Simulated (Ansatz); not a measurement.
# KSrBr3 (built on the sites of a database entry of CsPbBr3): following an unstable mode, part 3 of 3

Wanted: the energy along a soft mode of KSrBr3 (built on the sites of a database entry of CsPbBr3) and the structure at the end.

Ansatz 0.2.0; DFT PBEsol, scalar-relativistic, plane waves, PseudoDojo norm-conserving pseudopotentials.

So far. Step 5 (Energy along the mode, all amplitudes (two of the runs …): The lowest of the steps tried is the last one, at 0.6 Å, 16.2 meV/atom below the parent; the bottom of the well need not coincide with a step. Step 7 (The new phase in its own primitive cell): The largest force component left is 0.65 meV/Å and the pressure is -0.001 GPa, within the tolerances set. The cell now holds 41.71 Å³/atom. The relaxed cell has a = 8.257, c = 10.597 Å (conventional setting).

The structure was built from a prototype and need not be the compound's stable phase.

**8. Modes of the new phase, k-mesh 3×3×3**

A relaxed structure may still be a saddle point, so its zone-centre modes are computed. The response to a homogeneous field gives the Born charges and the dielectric tensor.

input.yaml

```yaml
crystal:
  lattice:
    - [4.128404469, 2.3835354315, 3.5324731632]
    - [-4.128404469, 2.3835354315, 3.5324731632]
    - [0.0, -4.767070863, 3.5324731632]
  atoms:
    - { symbol: K, position: [0.9119844375, 0.9119844375, 0.9119844375] }
    - { symbol: Sr, position: [0.5018479621, 0.5018479621, 0.5018479621] }
    - { symbol: Br, position: [0.5261898998, 0.5261898998, 0.0038530476] }
    - { symbol: Br, position: [0.0038530476, 0.5261898998, 0.5261898998] }
    - { symbol: Br, position: [0.5261898998, 0.0038530476, 0.5261898998] }
kpoints:
  mp_grid: { grid: [3, 3, 3] }
hamiltonian:
  xc: pbesol
  pseudopotentials: { kind: nc, accuracy: standard }
scf:
  occupations: { method: fixed }
output:
  eigenvalues: true
phonons:
  method: dfpt
  dielectric: true
  rigid_motions: translations
```

Command:

```console
$ ansatz run input.yaml --threads 8 --pin off --max-ram 14336MiB --backend cpu --events-out ev --progress --plain --runs-dir out
```

Numbers of over 12 decimals in the logs are rounded to 6 here.

What it wrote:

```text
[...]
Crystal: 5 atoms, lattice volume = 208.561 Å³
Basis set: ecut = 1006.821291 eV, 15109 PW (Γ), exchange–correlation on 128×128×128 points (8 copies of the dense FFT grid, shifted against one another)
Bands: 25, of which v1, the nominal top of the filled ones, is band 20 counted from 1 (19 counted from 0)
Symmetry: 6 space group operations
k-points: 14 of 27 (irreducible under 1 space group operation, time reversal used)
[...]
SCF iter   1: F=—  HF=-3041.218337 eV  |F-HF|=—  |Δ(HF+E_count)|=         —  Δρ=3.20e-2  dr2=4.26e0  ethr=3.10e-3  ⟨swp⟩=9.4  Hψ=1929  notcnv=0  defer=38
[...]
SCF iter  11: F=-3039.351039 eV  HF=-3039.351039 eV  |F-HF|=7.50e-11  |Δ(HF+E_count)|=   1.74e-9  Δρ=1.80e-7  dr2=7.47e-11  ethr=1.00e-12  ⟨swp⟩=27.1  Hψ=4488  notcnv=0
SCF 1 converged in 11 iterations: F = -3039.351039 eV  dr2 = 7.47e-11
NSCF: frozen V_eff on 13 k-points
DFPT response loops at Γ: preconditioner auto → none (the input reference at scf.mixing.eps_inf says where Resta's filter doesn't serve); β = 0.50; Broyden in place of MSR1
── the response to a field inside a basis, on 4×4×4 k-points: an SCF that follows is theirs, and a resumed run solves both again ──
Bands: 21, of which v1, the nominal top of the filled ones, is band 20 counted from 1 (19 counted from 0)
k-points: 10 of 64 (time reversal used)
[...]
Eigensolver: Dense (10 Hₖ)
SCF iter   1: F=—  HF=-3039.344203 eV  |F-HF|=—  |Δ(HF+E_count)|=         —  Δρ=9.35e-5  dr2=1.64e-5  ethr=1.00e-1
[...]
SCF iter   4: F=-3039.344205 eV  HF=-3039.344205 eV  |F-HF|=1.39e-9  |Δ(HF+E_count)|=   6.74e-8  Δρ=9.82e-7  dr2=1.20e-9  ethr=2.93e-10
SCF 1 converged in 4 iterations: F = -3039.344205 eV  dr2 = 1.20e-9
[...]
WARN: field response: ε∞ stands inside a basis, on 4×4×4 points; the force constants stand on the 3×3×3 k-mesh, whose period is 12.39 times the interband length at k = (0.0000, 0.0000, 0.0000), direct gap 4.216 eV, under 14: take them and everything formed from them as unconverged, and compare with a denser kpoints.mp_grid
SCF converged after 11 iterations
Free energy (F): -3039.351039 eV
[...]
Internal energy: -3039.351039 eV  (E = F + TS)
E sigma→0 (E₀):  -3039.351039 eV
Fermi energy:    0.749688 eV
[...]
--- Band table (eV; the first three rows and the last of 14) ---
  k-point 0: bands = [... 16 lower, 0.4373, 0.4622, 0.6020, 0.6020, 4.8177, 6.0518, 6.0783, 6.0783, ... 1 higher]
  k-point 1: bands = [... 16 lower, 0.1118, 0.3220, 0.4266, 0.5515, 5.6830, 6.1312, 6.7070, 6.8489, ... 1 higher]
  k-point 2: bands = [... 16 lower, 0.1118, 0.3220, 0.4266, 0.5515, 5.6830, 6.1312, 6.7070, 6.8489, ... 1 higher]
  k-point 13: bands = [... 16 lower, -0.3272, 0.5508, 0.6192, 0.6717, 6.5325, 6.7819, 7.3151, 7.3525, ... 1 higher]
--- Phonons (Γ-DFPT): 7 representative perturbations + reference, on 14 of 27 k-points (Σ response iterations 26) ---
  k mesh reduced under 1 symmetry operation, with k and −k counted as one. Each operation leaves every solved perturbation unchanged. A smaller set is not considered because the run solves the response to a homogeneous field
  ASR residual: 7.233e-5 → 0.000e0 eV/Å²; symmetrization residual: 7.917e-6 eV/Å²
  ASR residual per site (eV/Å²): 7.23e-5 1.04e-5 4.43e-5 3.84e-5 3.84e-5
[...]
ε∞ (high-frequency dielectric tensor):
        2.633336     0.000000     0.000000
        0.000000     2.633336     0.000000
        0.000000    -0.000000     2.634938
  softest optical mode at Γ: -22.90 cm⁻¹; the repairs (sum rule, projections) moved no ω² at Γ by more than (1.16 cm⁻¹)²
  Born effective charges Z* (e; rows j = field, columns β = displacement):
    site 0:
         1.20705    0.00000    0.00000
        -0.00000    1.20705    0.00000
         0.00000   -0.00000    1.17878
    site 1:
         2.37499    0.00000    0.00000
        -0.00000    2.37499    0.00000
         0.00000   -0.00000    2.50736
    site 2:
        -0.78681    0.00000   -0.00000
         0.00000   -1.60122    0.54377
        -0.00000    0.52133   -1.22871
    site 3:
        -1.39761   -0.35265   -0.47092
        -0.35265   -0.99041   -0.27188
        -0.45149   -0.26067   -1.22871
    site 4:
        -1.39761    0.35265    0.47092
         0.35265   -0.99041   -0.27188
         0.45149   -0.26067   -1.22871
  Z* charge neutrality: 1.438e-2 e pre-enforcement
  solved inside a basis spanned on kpoints, on 4×4×4 k-points, its susceptibility summed on 8×8×8: ε∞ is read to err by 7.5e-3, Z* by 1.9e-2 e (field_mesh: kpoints solves on kpoints); Z* is corrected for what the basis lacks
  optical modes at Γ without the LO–TO term, one row a degenerate level:
      ω (cm⁻¹)  modes    IR ((D/Å)²/amu)
        -22.90      2             1.4565
        -21.79      1             0.0000
         50.94      2             0.6882
         62.75      1             0.1636
         65.97      2             0.6287
         91.15      1             1.4499
        163.32      2             4.9296
        168.04      1             2.4050
  optical modes at Γ + LO–TO along q̂ = [1.0000, 0.0000, 0.0000]:
      ω (cm⁻¹)  modes    IR ((D/Å)²/amu)
        -22.90      1             0.7282
        -21.79      1             0.0000
         25.68      1             0.1039
         50.94      1             0.3441
         57.59      1             0.0658
         62.75      1             0.1636
         65.97      1             0.3144
         78.56      1             0.4606
         91.15      1             1.4499
        163.32      1             2.4648
        168.04      1             2.4050
        194.70      1             3.2212
  optical modes at Γ + LO–TO along q̂ = [0.0000, 1.0000, 0.0000]:
      ω (cm⁻¹)  modes    IR ((D/Å)²/amu)
        -22.90      1             0.7282
        -21.79      1             0.0000
[...]
91.15      1             1.4499
        163.32      1             2.4648
        168.04      1             2.4050
        194.70      1             3.2212
  optical modes at Γ + LO–TO along q̂ = [0.0000, 0.0000, 1.0000]:
      ω (cm⁻¹)  modes    IR ((D/Å)²/amu)
        -22.90      2             1.4565
        -21.79      1             0.0000
         50.94      2             0.6882
         64.56      1             0.0211
         65.97      2             0.6287
        109.83      1             0.5795
        163.32      2             4.9296
        199.62      1             3.4178
```

Elapsed: 1.8 min, on 8 threads of Arm Neoverse N1, shared host; peak memory 2.1 GiB.

This step gave:

| Property | Result |
| --- | --- |
| sum-rule residual before enforcement | 7.23e-5 eV/Å² |
| miss of the charge sum rule | 0.01438 e |
| estimated error of the dielectric tensor | 0.007515 |
| estimated error of the Born charges | 0.01863 e |
| point group | 3m |
| highest optical mode at the zone centre (no LO-TO term) | 168.0 cm⁻¹ |
| lowest optical zone-centre mode | -22.9 cm⁻¹ |
| mean high-frequency dielectric constant | 2.634 |
| largest Born charge (third of the trace) | 2.419 e |
| top of the zone-centre spectrum with the field | 199.6 cm⁻¹ |

Without the LO-TO term. Patterns of degenerate modes are one choice out of their space. Modes at Γ, with each element's share of the kinetic energy (negative means imaginary):

```csv
mode,frequency (cm⁻¹),symmetry,K %,Sr %,Br %
1,-22.9,E,42,0,58
2,-22.9,E,42,0,58
3,-21.8,A2,0,0,100
4,0.0,acoustic,11,24,65
5,0.0,acoustic,11,24,65
6,0.0,acoustic,11,24,65
7,50.9,E,0,28,72
8,50.9,E,0,28,72
9,62.8,A1,9,35,56
10,66.0,E,47,6,46
11,66.0,E,47,6,46
12,91.2,A1,80,0,20
13,163.3,E,0,41,59
14,163.3,E,0,41,59
15,168.0,A1,0,41,59
```

Displacements in mode 1 (-22.9 cm⁻¹), the largest set to 1:
```
K1   1.00  0.00  0.00
Sr2  0.05  0.00  0.00
Br3 -0.57  0.00  0.00
Br4  0.02  0.34 -0.25
Br5  0.01 -0.34  0.25
```

Displacements in mode 8 (50.9 cm⁻¹), the largest set to 1:
```
K1  -0.10 -0.02  0.00
Sr2  0.86  0.18  0.00
Br3 -0.55 -0.01 -0.22
Br4 -0.13  0.13  1.00
Br5 -0.22 -0.30 -0.78
```

Optical modes at the zone centre, without and with the macroscopic field of the longitudinal modes; each column is sorted by frequency, so a row need not hold one and the same mode. Modes with and without the field, by row:

```csv
rank among optical modes,no field (cm⁻¹),"q along (1, 0, 0) (cm⁻¹)","q along (0, 0, 1) (cm⁻¹)"
1,-22.9,-22.9,-22.9
2,-22.9,-21.8,-22.9
3,-21.8,25.7,-21.8
4,50.9,50.9,50.9
5,50.9,57.6,50.9
6,62.8,62.8,64.6
7,66,66,66
8,66,78.6,66
9,91.2,91.2,109.8
10,163.3,163.3,163.3
11,163.3,168,163.3
12,168,194.7,199.6
```

Born charge (rows field, columns displacement) (e), principal values of the symmetric part by kind of site:

```csv
atom,atoms with these values,low,middle,high,mean
K1,1,1.18,1.21,1.21,1.20
Sr2,1,2.38,2.38,2.51,2.42
Br3,3,-1.98,-0.85,-0.79,-1.21
```

In full for K1:

```
1.21 0.00 0.00
0.00 1.21 0.00
0.00 0.00 1.18
```

High-frequency dielectric tensor:

```
2.63 0.00 0.00
0.00 2.63 0.00
0.00 0.00 2.63
```

Transverse modes; imaginary modes are left out. Lines of the infrared spectrum (strongest = 100):

```csv
position (cm⁻¹),relative intensity
51,14
63,3.3
66,13
91,29
163,100
168,49
```

Before it was imposed, the acoustic sum rule was missed by 7.2e-5 eV/Å² and the charge sum rule by 0.014 e. Small misses are needed for a sound result but don't prove that mesh and cutoff are converged. The lowest optical mode is imaginary, 22.9i cm⁻¹, so the energy falls along it.

The log warns of the k mesh: “the force constants stand on the 3×3×3 k-mesh, whose period is 12.39 times the interband length at k = (0.0000, 0.0000, 0.0000), direct gap 4.216 eV, under 14: take them and everything formed from them as unconverged”.

**9. Outcome**

* unstable mode of the parent: q = (0, 0, 0), 56i cm⁻¹
* depth at the lowest point sampled: 16.2 meV/atom
* largest atomic shift at that point: 0.6 Å
* space group reached (within 0.01 Å): R3m
* energy gained over the parent (first relaxation, on the mesh of the frozen mode): 25.1 meV/atom
* volume per atom, phase reached: 41.7 Å³
* gap on the k-mesh, phase reached: 4.07 eV
* lowest optical zone-centre mode, phase reached: -22.9 cm⁻¹
* highest optical mode at the zone centre (no LO-TO term), phase reached: 168 cm⁻¹

What this shows: Along this mode the structure falls into R3m, 25.1 meV/atom below the parent. At the parent's cell the well is 16.21 meV/atom deep on the steps tried, with its lowest point at a shift of 0.6 Å. That is the last step tried, so the steps alone don't bracket the bottom of the well. Relaxing atoms and cell changes the gain by +8.88 meV/atom against the lowest step (energies at zero smearing). The new phase still has an imaginary mode at the zone centre of its cell, so it is a saddle point on the way to a lower structure. Of the 6 patterns followed to their end from this parent, this one ends 51.9 meV/atom above the lowest, Imma. Each path keeps the symmetry of its pattern, so a lower phase may lie along a pattern not tried. With the field response the log warns that the k mesh is coarse for the force constants too, so the frequencies may not be converged. The starting cell was built on a prototype and not taken from a measurement, so the phase need not exist.

[Logs are printed without paths, hosts, clocks, repeated set-up lines and the standing remarks that a program may print on its own settings, such as how far it seeks lower states.]

[Hosts, paths, dates, database ids (printed as entryN), source tags and the programs' standing remarks are cut or masked in the printed files.]
